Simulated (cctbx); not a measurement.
# ErBeCu4: as given, inverted or twinned?

Space group P-6m2 (no. 187), a = 5.0700 Å, b = 5.0700 Å, c = 3.7680 Å, α = 90.00°, β = 90.00°, γ = 120.00°.

```csv
atom,mult.,x,y,z,Ueq (Å²)
Er1,1,0,0,0,0.0187
Cu1,3,0.4994,0.9987,1/2,0.0268
Cu2,1,2/3,1/3,0,0.0208
Be1,1,1/3,2/3,0,0.0361
```

The model was made for the exercise: a known structure type with other elements put in, its volume estimated, not relaxed; displacement parameters are assumed.

Data sets are simulated with cctbx and refined with Bijvoet mates kept apart; Flack x is then fitted as the share of an inverted twin with the atoms fixed, Hooft y from the Bijvoet differences. The group is acentric but holds improper operations, so there is an absolute structure (orientation) and no hand.

Untwinned crystal. What Flack and Hooft values should come out?

```
  λ (Å)  extinction (unmodelled)  d min (Å)  top counts  error (%)     model      R1  Flack x   s.u.  Hooft y   s.u.  pairs
0.71073                        0       0.77        5000          4  as given  0.0154     0.08   0.07    0.042  0.084     42
0.71073                        0       0.77        5000          4  inverted  0.0224     0.92   0.08    0.985  0.089     42
1.54184                        0       0.83        5000          4  as given  0.0107   -0.043  0.015   -0.024  0.027     33
```

With Mo Kα, x is within 3 s.u. of 0, so the absolute structure is right, though an s.u. above 0.04 can't exclude a small twin share. With Cu Kα, x is within 3 s.u. of 0, so the absolute structure is right. Inverting the model turns x into about 1 − x.

A further crystal gives:

```csv
λ (Å),extinction (unmodelled),d min (Å),top counts,error (%),model,R1,Flack x,s.u.,Hooft y,s.u.,pairs
0.56087,0,0.65,20000,3,as given,0.0097,0.18,0.04,0.133,0.044,67
```

**Question.** What is it?

It was simulated as an inversion twin with a fraction 0.15 of the inverted domain. Flack x is over 3 s.u. from both 0 and 1 and reads that fraction.

[Logs are printed without paths, hosts, clocks, repeated set-up lines and the standing remarks that a program may print on its own settings, such as how far it seeks lower states.]
